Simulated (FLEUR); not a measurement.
**Energy mapping worked by hand: MnS (Browneite)**

Can a spin model with one coupling foretell the energy of a further order of MnS (Browneite)?

Main program and level: FLEUR MaX-R8.1; PBEsol with U = 4.9 eV, J = 0.9 eV on Mn d; all-electron FLAPW, Dirac cores, scalar-relativistic bands.

## (1) Starting point

The structure is cubic, space group F-43m (No. 216). The conventional cell has a = 5.600 Å, b = 5.600 Å, c = 5.600 Å, α = 90.00°, β = 90.00°, γ = 90.00°. Mn has 4 S at 2.42 Å nearest. Nearest to S lie 4 Mn at 2.42 Å. Farther neighbours and most contacts between anions are not listed.

Structure file:

```cif
data_structure
_symmetry_space_group_name_H-M 'P 1'
_symmetry_Int_Tables_number 1
_cell_length_a 3.9598
_cell_length_b 3.9598
_cell_length_c 3.9598
_cell_angle_alpha 60.000
_cell_angle_beta 60.000
_cell_angle_gamma 60.000
_cell_volume 43.90
loop_
_atom_site_label
_atom_site_type_symbol
_atom_site_fract_x
_atom_site_fract_y
_atom_site_fract_z
_atom_site_occupancy
Mn1 Mn 0.00000 0.00000 0.00000 1
S2 S 0.25000 0.25000 0.25000 1
```

## (2) The parallel order

All energies count from this run. The U counters the self-interaction that shrinks the moments of a localised shell.

inpgen writes inp.xml from crystal.txt; cutoffs, mixing, functional, smearing and local orbitals are then set in the file. The k list default-1 (kpts.xml, not shown) is a Γ-centred 6×6×6 mesh; where the ranks do not divide the number of points, some are split in two of half the weight.

The input, inp.xml:

```
<?xml version="1.0" encoding="UTF-8" standalone="no"?>
<fleurInput fleurInputVersion="0.39">
   <comment>
      MnS
   </comment>
   <calculationSetup>
      <cutoffs Kmax="4.26" Gmax="12.8" GmaxXC="12.8" numbands="0"/>
      <scfLoop itmax="130" minDistance="0.0001" maxIterBroyd="15" imix="Anderson" alpha="0.05" precondParam="0.0" spinf="2.0" sdNocoIR="T"/>
      <coreElectrons ctail="T" frcor="F" kcrel="0" coretail_lmax="0"/>
      <xcFunctional name="PBEs" relativisticCorrections="F"/>
      <magnetism jspins="2"/>
      <soc l_soc="F" theta="0.0" phi="0.0" spav="F"/>
      <expertModes spex="0" secvar="F"/>
      <geometryOptimization l_f="F" forcealpha="1.0" forcemix="BFGS" epsdisp="0.00001" epsforce="0.00001"/>
      <ldaU l_linMix="F" mixParam="0.05" spinf="1.0"/>
   </calculationSetup>
   <cell>
      <bzIntegration valenceElectrons="21.0" mode="hist" fermiSmearingEnergy="0.00293995">
         <kPointListSelection listName="default-1"/>
         <xi:include xmlns:xi="http://www.w3.org/2001/XInclude" href="kpts.xml"> </xi:include>
      </bzIntegration>
      <xi:include xmlns:xi="http://www.w3.org/2001/XInclude" href="sym.xml"> </xi:include>
      <bulkLattice scale="1.0">
         <bravaisMatrix>
            <row-1>    0.0000000000000000     5.2912331488799991     5.2912331488799991</row-1>
            <row-2>    5.2912331488799991     0.0000000000000000     5.2912331488799991</row-2>
            <row-3>    5.2912331488799991     5.2912331488799991     0.0000000000000000</row-3>
         </bravaisMatrix>
      </bulkLattice>
   </cell>
   <atomSpecies>
      <species name="Manganese 4.500" element="Mn" atomicNumber="25">
         <mtSphere radius="2.7" gridPoints="893" logIncrement="0.014"/>
         <atomicCutoffs lmax="10" lnonsphr="8"/>
         <electronConfig flipSpins="F">
            <coreConfig>(1s1/2) (2s1/2) (2p1/2) (2p3/2)</coreConfig>
            <valenceConfig>(3s1/2) (3p1/2) (3p3/2) (4s1/2) (3d3/2) (3d5/2)</valenceConfig>
            <stateOccupation state="(3d3/2)" spinUp="1.75" spinDown="0.25"/>
            <stateOccupation state="(3d5/2)" spinUp="3.0" spinDown="0.0"/>
         </electronConfig>
         <energyParameters s="4" p="4" d="3" f="4"/>
         <ldaU l="2" U="4.9" J="0.9" l_amf="F"/>
         <lo type="SCLO" l="0" n="3" eDeriv="0"/>
         <lo type="SCLO" l="1" n="3" eDeriv="0"/>
      </species>
      <species name="Sulfur (S)" element="S" atomicNumber="16">
         <mtSphere radius="1.76" gridPoints="583" logIncrement="0.02"/>
         <atomicCutoffs lmax="6" lnonsphr="4"/>
         <electronConfig flipSpins="F">
            <coreConfig>(1s1/2) (2s1/2) (2p1/2) (2p3/2)</coreConfig>
            <valenceConfig>(3s1/2) (3p1/2) (3p3/2)</valenceConfig>
            <stateOccupation state="(3p1/2)" spinUp="0.666667" spinDown="0.666667"/>
            <stateOccupation state="(3p3/2)" spinUp="1.333333" spinDown="1.333333"/>
         </electronConfig>
         <energyParameters s="3" p="3" d="3" f="4"/>
      </species>
   </atomSpecies>
   <atomGroups>
      <atomGroup species="Manganese 4.500">
         <relPos label="                   1">.0000000000 .0000000000 .0000000000</relPos>
         <force calculate="T" relaxXYZ="TTT"/>
      </atomGroup>
      <atomGroup species="Sulfur (S)">
         <relPos label="                   2">1.000/4.000 1.000/4.000 1.000/4.000</relPos>
         <force calculate="T" relaxXYZ="TTT"/>
      </atomGroup>
   </atomGroups>
   <output dos="F" band="F" slice="F">
      <bandDOS minEnergy="-.5*Htr" maxEnergy="0.5*Htr" sigma="0.015" storeEVData="T"/>
      <plotting iplot="0" polar="F">
         <plot TwoD="T" vec1="  1.0  0.0  0.0" vec2="  0.0  1.0  0.0" vec3="  0.0  0.0  1.0" zero="  0.0  0.0  0.0" file="plot"/>
      </plotting>
      <moessbauerParams electricFieldGradient="F" isomerShift="F" coreHyperfine="F" valenceHyperfine="F"/>
   </output>
</fleurInput>
```

The input, crystal.txt:

```
MnS
&input film=F cartesian=F /
0.00000000000  2.80000000000  2.80000000000
2.80000000000  0.00000000000  2.80000000000
2.80000000000  2.80000000000  0.00000000000
1.8897261246
1.0 1.0 1.0

2
25 0.00000000000  0.00000000000  0.00000000000 : 4.500
16 0.25000000000  0.25000000000  0.25000000000

&kpt div1=6 div2=6 div3=6 gamma=T /
```

Run with:

```
OMP_NUM_THREADS=1 inpgen -f crystal.txt > inpgen.log  # inp.xml is then edited as shown
OMP_NUM_THREADS=1 mpirun -n 4 fleur_MPI > fleur.log
```

The program printed:

```text
Welcome to FLEUR        (www.flapw.de)
      MaX-Release 8.1          (www.max-centre.eu)

 ========== k-point set info ==========
 Selected k-point list: default-1
 k-point list type: mesh
 6 x 6 x 6
 Number of k points: 16

 [... set-up left out ...]
 no density matrix found ... skipping LDA+U
 Reset of history
 Iteration:     1   Distance:       8.81417155 me/bohr^3
 Iteration:     2   Distance:       8.44218978 me/bohr^3
 Iteration:     3   Distance:       7.77853360 me/bohr^3
 Iteration:     4   Distance:       4.05914500 me/bohr^3
[...]
[... left out ...]
            <freeEnergy value="-1556.1068058901"/>
            <extrapolationTo0K value="-1556.1068055603"/>
         </totalEnergy>
         [... left out ...]
         <ldaUDensityMatrixConvergence>
            <distance spin="1" distance="0.000001"/>
            <distance spin="2" distance="0.000000"/>
         </ldaUDensityMatrixConvergence>
         <densityConvergence units="me/bohr^3">
            <chargeDensity spin="1" distance="0.0000130980"/>
            <chargeDensity spin="2" distance="0.0000230230"/>
            <overallChargeDensity distance="0.0000271080"/>
            <spinDensity distance="0.0000258532"/>
         </densityConvergence>
      </iteration>
```

Wall time 20 s (4 MPI ranks of Intel Xeon 6975P-C (Granite Rapids), shared host); peak memory 0.26 GiB; 77 s of CPU time.

Spin moment in the muffin-tin sphere by atom:

```
atom  spin moment in the muffin-tin sphere (μB)
 Mn1                                       4.73
  S2                                       0.04
```

Read from the output:

| Item | Value |
| --- | --- |
| free energy | -42343.8233 eV |
| program's band gap on this mesh (in a metal only a level spacing) | 1.101 eV |
| magnetization | 5 μB |
| final state | ferromagnetic |

After 16 cycles the largest moment stands at 4.73 μB.

## (3) The orders used for the fit

The other orders were run with the same settings, on meshes that hold the same points. Free energies are divided by the number of Mn atoms; q is in fractions of the reciprocal vectors of the first run's cell.

```
              order  atoms   mesh  free energy (eV)    eV per Mn  largest moment (μB)
                F +      2  6×6×6       -42343.8233  -42343.8233                 4.73
AF q=(0,1/2,1/2) +-      4  6×3×6       -84687.8382  -42343.9191                 4.61
```

## (4) Counting neighbours

With E = −Σ J e_i·e_j over ordered pairs of unit vectors, turning a neighbour from parallel to opposed costs 2J a Mn atom. So an order lies 2 Σ n J over the parallel one, n being the opposed neighbours in each shell.

```
shell  distance (Å)  neighbours  opposed in AF q=(0,1/2,1/2) +-  opposed in AF q=(0,0,1/2) +-
   J1          3.96          12                               8                             6
   J2          5.60           6                               0                             6
```

Only J1 is kept.

## (5) Solving

```
2 × 8 × J1 = -95.8 meV    (AF q=(0,1/2,1/2) +-)
J1 = -5.99 meV
```

## (6) The test

The couplings now give the orders that were left out:

```
2 × 6 × (-5.99) = -71.9 meV    (AF q=(0,0,1/2) +-)
```

The runs themselves:

```
            order  atoms   mesh  free energy (eV)    eV per Mn  largest moment (μB)  over the parallel order (meV)  foretold (meV)
AF q=(0,0,1/2) +-      4  6×6×3       -84687.7952  -42343.8976                 4.64                          -74.2           -71.9
```

## (7) Results

| Quantity | Value |
| --- | --- |
| effective coupling of the reversed pairs, counted on J1 (Mn–Mn at 3.96 Å) | -5.99 meV |
| largest miss on the orders left out | 2.3 meV |

The model misses the order left out by 2.3 meV, 2.4 % of the largest distance from the parallel order, so it holds on this test. The largest moments of the orders differ by 2.5 % of the greatest. One difference fixes one number: it sums all reversed shells and need not be the coupling of the nearest one, even in sign.

[Logs and program files are shortened in this print: banners, set-up blocks, solver, clock and traceback lines can be left out without a mark of their own.]

[Logs are printed without paths, hosts, clocks, repeated set-up lines and the standing remarks that a program may print on its own settings, such as how far it seeks lower states.]

[Hosts, paths, dates, database ids (printed as entryN), source tags and the programs' standing remarks are cut or masked in the printed files.]

[Where a cell is said to come from a database of computed structures, the database is the Materials Project.]
